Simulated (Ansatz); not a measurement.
# (BP)2(GaN)1 [001] superlattice, started as zinc blende: a soft mode frozen in, part 3 of 3

Aim: this structure of (BP)2(GaN)1 [001] superlattice, started as zinc blende is to be tested for unstable modes, and one is followed downhill.

Ansatz 0.2.0; DFT LDA, scalar-relativistic, plane waves, PAW.

So far. Step 4 (The mode frozen in, largest atomic shift 0.08 Å): The run ends at a pressure of 0.62 GPa, with forces up to 0.15 eV/Å. Step 5 (Energy along the mode, all amplitudes (two of the runs …): The lowest of the steps tried is at 0.08 Å, 0.233 meV/atom below the parent; the bottom of the well need not coincide with a step.

The structure was built from a prototype and need not be the compound's stable phase.

## 6. Relaxing from the distorted cell (continued)

ELF in the ac plane of the cell as run, not the conventional one, at fractional y = 0.614, with atoms of B and N within 0.2 Å of it. It is the smooth field of the valence electrons, not physical close to the nuclei.

Values, 24 rows by 16 columns, each cell a mean:
```
0.64 0.64 0.58 0.49 0.38 0.28 0.20 0.14 0.12 0.13 0.17 0.23 0.31 0.42 0.53 0.61
0.86 0.87 0.82 0.70 0.52 0.31 0.16 0.08 0.05 0.04 0.07 0.13 0.27 0.47 0.67 0.81
0.75 0.72 0.74 0.76 0.70 0.54 0.34 0.17 0.08 0.06 0.09 0.18 0.37 0.58 0.73 0.77
0.38 0.13 0.20 0.53 0.76 0.76 0.61 0.34 0.19 0.15 0.16 0.24 0.46 0.70 0.78 0.70
0.63 0.34 0.30 0.59 0.82 0.83 0.64 0.35 0.23 0.21 0.20 0.22 0.32 0.57 0.80 0.83
0.82 0.76 0.73 0.79 0.83 0.75 0.49 0.28 0.19 0.14 0.13 0.14 0.20 0.31 0.54 0.76
0.59 0.67 0.69 0.69 0.65 0.50 0.31 0.23 0.15 0.08 0.06 0.07 0.11 0.20 0.27 0.40
0.24 0.27 0.28 0.28 0.27 0.23 0.21 0.23 0.22 0.15 0.12 0.12 0.14 0.21 0.24 0.22
0.20 0.13 0.08 0.07 0.09 0.13 0.20 0.26 0.29 0.30 0.28 0.27 0.28 0.30 0.29 0.26
0.34 0.17 0.07 0.04 0.05 0.10 0.24 0.41 0.52 0.57 0.59 0.60 0.60 0.58 0.55 0.48
0.56 0.33 0.15 0.07 0.06 0.12 0.29 0.52 0.70 0.82 0.88 0.91 0.91 0.89 0.84 0.73
0.67 0.53 0.34 0.20 0.15 0.21 0.36 0.56 0.70 0.78 0.82 0.83 0.83 0.82 0.80 0.76
0.77 0.73 0.61 0.45 0.35 0.38 0.53 0.68 0.76 0.77 0.70 0.51 0.39 0.41 0.58 0.74
0.88 0.88 0.83 0.70 0.54 0.52 0.67 0.81 0.88 0.88 0.83 0.59 0.29 0.25 0.53 0.81
0.91 0.92 0.89 0.74 0.41 0.27 0.44 0.75 0.90 0.92 0.91 0.83 0.66 0.56 0.69 0.85
0.83 0.86 0.81 0.56 0.13 0.02 0.06 0.33 0.70 0.84 0.86 0.80 0.70 0.61 0.64 0.75
0.59 0.65 0.62 0.42 0.14 0.04 0.03 0.11 0.39 0.61 0.66 0.61 0.50 0.41 0.41 0.48
0.24 0.35 0.45 0.50 0.49 0.47 0.46 0.48 0.51 0.51 0.44 0.34 0.22 0.15 0.13 0.15
0.09 0.18 0.32 0.49 0.64 0.73 0.76 0.75 0.69 0.58 0.42 0.25 0.13 0.06 0.04 0.05
0.07 0.13 0.25 0.41 0.57 0.68 0.74 0.74 0.70 0.59 0.43 0.27 0.15 0.08 0.05 0.04
0.16 0.22 0.31 0.41 0.49 0.56 0.60 0.61 0.59 0.54 0.48 0.39 0.29 0.21 0.15 0.13
0.34 0.41 0.50 0.56 0.57 0.56 0.53 0.50 0.51 0.54 0.56 0.57 0.54 0.47 0.38 0.32
0.37 0.45 0.56 0.63 0.64 0.61 0.54 0.48 0.47 0.52 0.59 0.64 0.64 0.58 0.47 0.38
0.32 0.36 0.46 0.52 0.54 0.50 0.44 0.37 0.35 0.38 0.45 0.51 0.54 0.51 0.44 0.35
```
Columns run along a (3.2 Å), rows up along c (8.1 Å). Atoms in or near the plane, at fractional coordinates: B at (0.34, 0.32), N at (0.09, 0.83).

The distorted start has space group Cm; the relaxation ends in Cm.

## 7. The new phase in its own primitive cell

The relaxed structure is symmetrised, reduced to its primitive cell and relaxed tightly, as its phonons need.

Input file input.yaml:

```yaml
crystal:
  lattice:
    - [7.1853539684, -1.5951441015, 0.0]
    - [7.1853539684, 1.5951441015, 0.0]
    - [-0.0038695618, 0.0, 3.4533110482]
  atoms:
    - { symbol: B, position: [0.0087049618, 0.0087049618, 0.2096739791] }
    - { symbol: B, position: [0.6616674094, 0.6616674094, 0.709816765] }
    - { symbol: Ga, position: [0.3427953296, 0.3427953296, 0.2107768672] }
    - { symbol: "N", position: [0.9136866348, 0.9136866348, 0.2106611234] }
    - { symbol: P, position: [0.5850062918, 0.5850062918, 0.2093901104] }
    - { symbol: P, position: [0.2381393728, 0.2381393728, 0.7102642696] }
kpoints:
  mp_grid: { grid: [10, 10, 8] }
hamiltonian:
  xc: lda
scf:
  occupations: { method: fixed }
output:
  forces: true
  stress: true
  eigenvalues: true
relax:
  adjacent_minimum: "off"
  f_tol: 0.001
  max_steps: 60
  cell: { stress_tol: 0.01 }
```

Launch:

```console
$ ansatz run input.yaml --threads 8 --pin off --max-ram 14336MiB --backend cpu --events-out ev --progress --plain --runs-dir out
```

Numbers of over 12 decimals in the logs are rounded to 6 here.

The program printed:

```text
[...]
- [7.185315, -1.595153, 0.00354457]
    - [7.185315, 1.595153, 0.00354457]
    - [-0.00216601, 0.0, 3.453239]
  atoms:
    - { symbol: B, position: [0.00871015, 0.00871015, 0.210062] }
    - { symbol: B, position: [0.661665, 0.661665, 0.710054] }
    - { symbol: Ga, position: [0.342801, 0.342801, 0.210172] }
    - { symbol: N, position: [0.913685, 0.913685, 0.210173] }
    - { symbol: P, position: [0.585000, 0.585000, 0.210010] }
    - { symbol: P, position: [0.238139, 0.238139, 0.710112] }
[key lines of the parts left out:]
SCF converged after 5 iterations
Free energy (F): -5834.204761 eV
Fermi energy:    8.226088 eV
P = ⅓ Tr σ = 0.0004 GPa (0.004 kbar)
```

Run time: 34 s. Hardware: 8 threads of Arm Neoverse V2, shared host; peak memory 0.72 GiB.

Step by step:

| step | energy less that of the first step (eV) | largest force component (eV/Å) | pressure (GPa) | volume (Å³) |
| --- | --- | --- | --- | --- |
| 1 | 0.0000 | 0.0044 | 0.00 | 79.16 |
| 2 | 0.0000 | 0.0028 | 0.00 | 79.16 |
| 3 | 0.0000 | 0.0011 | 0.00 | 79.16 |
| 4 | 0.0000 | 0.0005 | 0.00 | 79.16 |
| 5* | 0.0000 | 0.0005 | 0.00 | 79.16 |
| 6 | 0.0000 | 0.0007 | 0.00 | 79.16 |
| 7* | 0.0000 | 0.0007 | 0.00 | 79.16 |

Relaxation steps marked * repeat the geometry before them on a plane-wave basis chosen anew for their cell, so energy and pressure can jump there.

Forces are held to the 2 operations that the run works with; a distortion that breaks them can't arise in this run.

| cell as run | before | after | change |
| --- | --- | --- | --- |
| a (Å) | 7.360 | 7.360 | -0.0 % |
| b (Å) | 7.360 | 7.360 | -0.0 % |
| c (Å) | 3.453 | 3.453 | -0.0 % |
| α (°) | 90.06 | 90.01 | -0.1 % |
| β (°) | 90.06 | 90.01 | -0.1 % |
| volume (Å³/atom) | 13.19 | 13.19 | -0.0 % |

Final coordinates:

```cif
data_structure
_symmetry_space_group_name_H-M 'P 1'
_symmetry_Int_Tables_number 1
_cell_length_a 7.3603
_cell_length_b 7.3603
_cell_length_c 3.4532
_cell_angle_alpha 90.007
_cell_angle_beta 90.007
_cell_angle_gamma 25.034
_cell_volume 79.16
loop_
_atom_site_label
_atom_site_type_symbol
_atom_site_fract_x
_atom_site_fract_y
_atom_site_fract_z
_atom_site_occupancy
B1 B 0.00871 0.00871 0.21006 1
B2 B 0.66166 0.66166 0.71005 1
Ga3 Ga 0.34280 0.34280 0.21017 1
N4 N 0.91368 0.91368 0.21017 1
P5 P 0.58500 0.58500 0.21001 1
P6 P 0.23814 0.23814 0.71011 1
```

This step gave:

| Quantity | Value |
| --- | --- |
| pressure | 4.48e-4 GPa |
| gap on the k-mesh | 0.2818 eV |
| direct gap on mesh | 0.5768 eV |

The largest force component left is 0.66 meV/Å and the pressure is 0.000 GPa, within the tolerances set. The cell now holds 13.19 Å³/atom.

## 8. Modes of the new phase, k-mesh 10×10×8, occupations fixed

A relaxed structure may still be a saddle point, so its zone-centre modes are computed. The response to a homogeneous field gives the Born charges and the dielectric tensor.

Input file input.yaml:

```yaml
crystal:
  lattice:
    - [7.1853154841, -1.5951534247, 0.0035445714]
    - [7.1853154841, 1.5951534247, 0.0035445714]
    - [-0.0021660053, 0.0, 3.4532386705]
  atoms:
    - { symbol: B, position: [0.0087101487, 0.0087101487, 0.2100624214] }
    - { symbol: B, position: [0.6616648603, 0.6616648603, 0.7100538572] }
    - { symbol: Ga, position: [0.3428011416, 0.3428011416, 0.2101716205] }
    - { symbol: "N", position: [0.9136848858, 0.9136848858, 0.2101730695] }
    - { symbol: P, position: [0.5850002072, 0.5850002072, 0.2100101819] }
    - { symbol: P, position: [0.2381387565, 0.2381387565, 0.7101119642] }
kpoints:
  mp_grid: { grid: [10, 10, 8] }
hamiltonian:
  xc: lda
scf:
  occupations: { method: fixed }
output:
  eigenvalues: true
phonons:
  method: dfpt
  dielectric: true
  rigid_motions: translations
```

The program printed:

```text
[...]
Crystal: 6 atoms, lattice volume = 79.160 Å³
Basis set: ecut = 420 eV, 1539 PW (Γ), exchange–correlation on 100×100×48 points (8 copies of the dense FFT grid, shifted against one another)
Bands: 23, of which v1, the nominal top of the filled ones, is band 17 counted from 1 (16 counted from 0)
Symmetry: 2 space group operations
k-points: 404 of 800 (irreducible under 1 space group operation, time reversal used)
[...]
SCF iter   1: F=—  HF=-5834.224399 eV  |F-HF|=—  |Δ(HF+E_count)|=         —  Δρ=9.37e-3  dr2=6.79e-2  ethr=1.77e-3  ⟨swp⟩=5.2  Hψ=41581  notcnv=0  defer=1141
[...]
SCF iter  10: F=-5834.204763 eV  HF=-5834.204763 eV  |F-HF|=1.64e-11  |Δ(HF+E_count)|=  9.46e-11  Δρ=1.71e-7  dr2=3.81e-11  ethr=1.00e-12  ⟨swp⟩=15.6  Hψ=70504  notcnv=0
SCF 1 converged in 10 iterations: F = -5834.204763 eV  dr2 = 3.81e-11
[...]
NSCF: frozen V_eff on 179 k-points
DFPT response loops at Γ: preconditioner auto → Resta (q_TF=auto, 2.370 Å⁻¹)  ε∞=14.6 (no band partly filled); β = 1.00, the filter's whole step (`scf.mixing.beta` (0.50) is not read by the response loops at its default; to damp them type it under 1.00, their step now; it binds the ground state too); Broyden in place of MSR1
── the response to a field inside a basis, on 14×14×14 k-points: an SCF that follows is theirs, and a resumed run solves both again ──
Bands: 18, of which v1, the nominal top of the filled ones, is band 17 counted from 1 (16 counted from 0)
k-points: 735 of 2744 (time reversal used)
[...]
Eigensolver: Dense (735 Hₖ)
SCF iter   1: F=—  HF=-5834.201901 eV  |F-HF|=—  |Δ(HF+E_count)|=         —  Δρ=2.75e-4  dr2=1.42e-5  ethr=1.00e-1
[...]
SCF iter   4: F=-5834.201902 eV  HF=-5834.201902 eV  |F-HF|=9.04e-9  |Δ(HF+E_count)|=   4.94e-7  Δρ=5.70e-6  dr2=2.09e-8  ethr=2.50e-9
SCF 1 converged in 4 iterations: F = -5834.201902 eV  dr2 = 2.09e-8
[...]
WARN: field response: ε∞ stands inside a basis, on 14×14×14 points; the force constants stand on the 10×10×8 k-mesh, whose period is 10.62 times the interband length at k = (-0.5000, -0.5000, 0.0000), direct gap 0.577 eV, under 14: take them and everything formed from them as unconverged, and compare with a denser kpoints.mp_grid
SCF converged after 10 iterations
Free energy (F): -5834.204763 eV
[...]
Internal energy: -5834.204763 eV  (E = F + TS)
E sigma→0 (E₀):  -5834.204763 eV
Fermi energy:    8.226087 eV
[...]
--- Band table (eV; the first three rows and the last of 404) ---
  k-point 0: bands = [... 13 lower, 5.3219, 6.4559, 7.2291, 7.4999, 8.5189, 10.0659, 11.4033, 11.6509, ... 2 higher]
  k-point 1: bands = [... 13 lower, 4.9290, 5.9992, 6.9115, 7.4598, 9.4699, 10.3487, 11.0200, 11.7834, ... 2 higher]
  k-point 2: bands = [... 13 lower, 4.8930, 5.2047, 6.7381, 7.3206, 10.1046, 10.5557, 11.2590, 12.5012, ... 2 higher]
  k-point 403: bands = [... 13 lower, 4.5118, 5.6523, 5.8001, 6.9636, 10.4799, 10.9520, 11.6001, 11.8341, ... 2 higher]
[...]
k mesh reduced under 1 symmetry operation, with k and −k counted as one. Each operation leaves every solved perturbation unchanged. A smaller set is not considered because the run solves the response to a homogeneous field
  ASR residual: 1.261e-4 → 0.000e0 eV/Å²; symmetrization residual: 8.893e-6 eV/Å²
  ASR residual per site (eV/Å²): 7.96e-5 3.20e-5 2.61e-5 6.14e-5 5.26e-5 1.26e-4
[...]
ε∞ (high-frequency dielectric tensor):
        9.091265     0.000000     0.000685
        0.000000     7.789918    -0.000000
        0.000685    -0.000000     7.721462
  ε⁰ (static dielectric tensor: ions relaxed, cell fixed):
       10.776173     0.000000    -0.000152
        0.000000     8.535008    -0.000000
       -0.000152    -0.000000    10.736364
  ε⁰ − ε∞ (ionic part):
        1.684909     0.000000    -0.000837
        0.000000     0.745090    -0.000000
       -0.000837    -0.000000     3.014901
  softest optical mode at Γ: 121.24 cm⁻¹; the repairs (sum rule, projections) moved no ω² at Γ by more than (2.48 cm⁻¹)²
  Born effective charges Z* (e; rows j = field, columns β = displacement):
    site 0:
         2.24973    0.00000    0.00063
         0.00000    1.20592   -0.00000
         0.00120   -0.00000   -0.65526
    site 1:
         0.19793   -0.00000    0.00020
        -0.00000    0.14821   -0.00000
        -0.00015   -0.00000    0.79747
    site 2:
         3.28416    0.00000    0.00017
         0.00000    2.01012   -0.00000
         0.00052   -0.00000    2.58373
    site 3:
        -4.32857    0.00000   -0.00053
         0.00000   -2.18475    0.00000
        -0.00122    0.00000   -1.20974
    site 4:
        -0.28854    0.00000   -0.00026
         0.00000   -0.81547    0.00000
        -0.00006    0.00000   -0.24822
    site 5:
        -1.11472   -0.00000   -0.00021
        -0.00000   -0.36403    0.00000
        -0.00028    0.00000   -1.26798
  Z* charge neutrality: 8.331e-3 e pre-enforcement
  solved inside a basis spanned on kpoints, on 14×14×14 k-points, its susceptibility summed on 16×16×14: ε∞ is read to err by 3.7e-2, Z* by 2.5e-2 e (field_mesh: kpoints solves on kpoints); Z* is corrected for what the basis lacks
  optical modes at Γ without the LO–TO term, one row a degenerate level:
      ω (cm⁻¹)  modes    IR ((D/Å)²/amu)
        121.24      1             0.6626
        174.79      1             0.0954
        250.83      1             2.6036
        253.34      1             0.0569
        340.66      1             3.3571
        382.56      1             2.1066
        422.01      1             0.0007
        452.26      1             1.5274
        587.97      1             1.2363
        625.82      1             5.7894
        649.34      1             5.0321
        733.36      1             0.3773
        751.19      1             1.6045
[...]
optical modes at Γ + LO–TO along q̂ = [1.0000, 0.0000, 0.0000]:
      ω (cm⁻¹)  modes    IR ((D/Å)²/amu)
[...]
optical modes at Γ + LO–TO along q̂ = [0.0000, 1.0000, 0.0000]:
      ω (cm⁻¹)  modes    IR ((D/Å)²/amu)
[...]
optical modes at Γ + LO–TO along q̂ = [0.0000, 0.0000, 1.0000]:
      ω (cm⁻¹)  modes    IR ((D/Å)²/amu)
[...]
266.62      1             2.0683
        340.66      1             3.3571
        391.96      1             2.0143
        422.01      1             0.0007
        459.18      1             2.1012
        592.08      1             1.5594
        625.82      1             5.7894
        649.34      1             5.0321
        733.36      1             0.3773
        751.19      1             1.6045
        833.08      1             6.1545
       1424.74      1            36.7781
```

Elapsed: 5.1 min, on 8 threads; peak memory 4.5 GiB; 37 min of CPU time.

This step gave:

| Quantity | Value |
| --- | --- |
| sum-rule residual before enforcement | 1.26e-4 eV/Å² |
| miss of the charge sum rule | 0.008331 e |
| estimated error of the dielectric tensor | 0.03733 |
| estimated error of the Born charges | 0.02490 e |
| point group | m |
| highest optical mode at the zone centre (no LO-TO term) | 1425 cm⁻¹ |
| lowest optical zone-centre mode | 121.2 cm⁻¹ |
| mean high-frequency dielectric constant | 8.201 |
| largest Born charge (third of the trace) | 2.626 e |
| mean static dielectric constant | 10.02 |
| top of the zone-centre spectrum with the field | 1463 cm⁻¹ |

Patterns of degenerate modes are one choice out of their space. The modes at Γ (shares of kinetic energy by element, %):

| mode | frequency (cm⁻¹) | symmetry | B % | Ga % | N % | P % |
| --- | --- | --- | --- | --- | --- | --- |
| 1 | 0.0 | acoustic | 13 | 42 | 8 | 37 |
| 2 | 0.0 | acoustic | 13 | 42 | 8 | 37 |
| 3 | 0.0 | acoustic | 13 | 42 | 8 | 37 |
| 4 | 121.2 | A' | 16 | 34 | 0 | 51 |
| 5 | 174.8 | A'' | 11 | 45 | 4 | 39 |
| 6 | 250.8 | A' | 9 | 1 | 78 | 12 |
| 7 | 253.3 | A'' | 24 | 1 | 0 | 75 |
| 8 | 340.7 | A' | 7 | 54 | 1 | 39 |
| 9 | 382.6 | A' | 5 | 23 | 2 | 70 |
| 10 | 422.0 | A' | 11 | 0 | 7 | 82 |
| 11 | 452.3 | A' | 87 | 0 | 7 | 5 |
| 12 | 588.0 | A' | 71 | 0 | 4 | 25 |
| 13 | 625.8 | A' | 28 | 5 | 43 | 24 |
| 14 | 649.3 | A'' | 7 | 11 | 76 | 5 |
| 15 | 733.4 | A' | 82 | 0 | 0 | 18 |
| 16 | 751.2 | A'' | 73 | 0 | 5 | 22 |
| 17 | 833.1 | A'' | 72 | 0 | 6 | 21 |
| 18 | 1424.7 | A' | 59 | 0 | 41 | 0 |

Displacements in mode 4 (121.2 cm⁻¹), the largest set to 1:
```
B1   0.00  0.00  0.71
B2   0.00  0.00  0.67
Ga3  0.00  0.00 -0.56
N4   0.00  0.00  0.04
P5   0.00  0.00  1.00
P6   0.00  0.00 -0.24
```

Displacements in mode 17 (833.1 cm⁻¹), the largest set to 1:
```
B1   0.00  1.00  0.00
B2   0.00  0.64  0.00
Ga3  0.00  0.03  0.00
N4   0.00 -0.31  0.00
P5   0.00 -0.35  0.00
P6   0.00 -0.16  0.00
```

Optical modes at the zone centre, without and with the macroscopic field of the longitudinal modes; each column is sorted by frequency, so a row need not hold one and the same mode. Modes with and without the field, by row:

| rank among optical modes | no field (cm⁻¹) | q along (1, 0, 0) (cm⁻¹) | q along (0, 1, 0) (cm⁻¹) | q along (0, 0, 1) (cm⁻¹) |
| --- | --- | --- | --- | --- |
| 1 | 121.2 | 121.2 | 121.2 | 128.4 |
| 2 | 174.8 | 174.8 | 175.7 | 174.8 |
| 3 | 250.8 | 250.8 | 250.8 | 253.3 |
| 4 | 253.3 | 253.3 | 253.7 | 266.6 |
| 5 | 340.7 | 353.4 | 340.7 | 340.7 |
| 6 | 382.6 | 382.6 | 382.6 | 392 |
| 7 | 422 | 422 | 422 | 422 |
| 8 | 452.3 | 452.3 | 452.3 | 459.2 |
| 9 | 588 | 588 | 588 | 592.1 |
| 10 | 625.8 | 638.9 | 625.8 | 625.8 |
| 11 | 649.3 | 649.3 | 661.1 | 649.3 |
| 12 | 733.4 | 734.2 | 733.4 | 733.4 |
| 13 | 751.2 | 751.2 | 754.7 | 751.2 |
| 14 | 833.1 | 833.1 | 847.1 | 833.1 |
| 15 | 1425 | 1463 | 1425 | 1425 |

Born charge (rows field, columns displacement) (e), principal values of the symmetric part by kind of site:

| atom | atoms with these values | low | middle | high | mean |
| --- | --- | --- | --- | --- | --- |
| B1 | 1 | -0.66 | 1.21 | 2.25 | 0.93 |
| B2 | 1 | 0.15 | 0.20 | 0.80 | 0.38 |
| Ga3 | 1 | 2.01 | 2.58 | 3.28 | 2.63 |
| N4 | 1 | -4.33 | -2.18 | -1.21 | -2.57 |
| P5 | 1 | -0.82 | -0.29 | -0.25 | -0.45 |
| P6 | 1 | -1.27 | -1.11 | -0.36 | -0.92 |

In full for B1:

```
 2.25  0.00  0.00
 0.00  1.21  0.00
 0.00  0.00 -0.66
```

High-frequency dielectric tensor:

```
9.09 0.00 0.00
0.00 7.79 0.00
0.00 0.00 7.72
```

Static dielectric tensor (ions relaxed, fixed cell):

```
10.78  0.00  0.00
 0.00  8.54  0.00
 0.00  0.00 10.74
```

Transverse modes. Infrared lines, with heights relative to the strongest:

| position (cm⁻¹) | label | relative intensity |
| --- | --- | --- |
| 121 | A' | 1.8 |
| 175 | A'' | 0.3 |
| 251 | A' | 7.1 |
| 253 | A'' | 0.2 |
| 341 | A' | 9.1 |
| 383 | A' | 5.7 |
| 422 | A' | 0.0 |
| 452 | A' | 4.2 |
| 588 | A' | 3.4 |
| 626 | A' | 16 |
| 649 | A'' | 14 |
| 733 | A' | 1.0 |
| 751 | A'' | 4.4 |
| 833 | A'' | 17 |
| 1425 | A' | 100 |

Before it was imposed, the acoustic sum rule was missed by 1.3e-4 eV/Å² and the charge sum rule by 0.0083 e. Small misses are needed for a sound result but don't prove that mesh and cutoff are converged. The lowest optical mode is real, 121 cm⁻¹.

The log warns of the k mesh: “the force constants stand on the 10×10×8 k-mesh, whose period is 10.62 times the interband length at k = (-0.5000, -0.5000, 0.0000), direct gap 0.577 eV, under 14: take them and everything formed from them as unconverged”.

## 9. The phases reached

The phases reached along the modes that were followed are set side by side.

Energies are those of the first relaxation, on the mesh of the frozen mode; space group, volume and gap are those of the last relaxation. Phases, by row:

| mode frozen in | space group | energy from parent (meV/atom) | volume (Å³/atom) | gap on mesh (eV) | lowest zone-centre optical mode (cm⁻¹) | largest shift (Å) |
| --- | --- | --- | --- | --- | --- | --- |
| parent | Imm2 | 0 | 11.39 | 0 | – | – |
| q = (0, 0, 0), 118i cm⁻¹ | Amm2 | -95.13 | 13.19 | 0.282 | 121.2 | 0.834 |

## 10. Outcome

* unstable mode of the parent: q = (0, 0, 0), 118i cm⁻¹
* depth at the lowest point sampled: 0.233 meV/atom
* largest atomic shift at that point: 0.08 Å
* space group reached (within 0.01 Å): Amm2
* energy gained over the parent (first relaxation, on the mesh of the frozen mode): 95.1 meV/atom
* volume per atom, phase reached: 13.2 Å³
* gap on the k-mesh, phase reached: 0.282 eV
* lowest optical zone-centre mode, phase reached: 121 cm⁻¹
* highest optical mode at the zone centre (no LO-TO term), phase reached: 1425 cm⁻¹

What this shows: Along this mode the structure falls into Amm2, 95.1 meV/atom below the parent. At the parent's cell the well is 0.233 meV/atom deep on the steps tried, with its lowest point at a shift of 0.08 Å. Relaxing atoms and cell changes the gain by +94.90 meV/atom against the lowest step (energies at zero smearing). Most of the total comes from this relaxation. The new phase has no imaginary mode at the zone centre of its cell; other wavevectors were not checked. How so shallow a well moves with the k mesh was not tested. Each path keeps the symmetry of its pattern, so a lower phase may lie along a pattern not tried. With the field response the log warns that the k mesh is coarse for the force constants too, so the frequencies may not be converged. With no gap, or one that is small against the smearing, the frequencies hang on the k mesh and the smearing, most of all near Kohn anomalies. The starting cell was built on a prototype and not taken from a measurement, so the phase need not exist.

[Logs are printed without paths, hosts, clocks, repeated set-up lines and the standing remarks that a program may print on its own settings, such as how far it seeks lower states.]

[Hosts, paths, dates, database ids (printed as entryN), source tags and the programs' standing remarks are cut or masked in the printed files.]
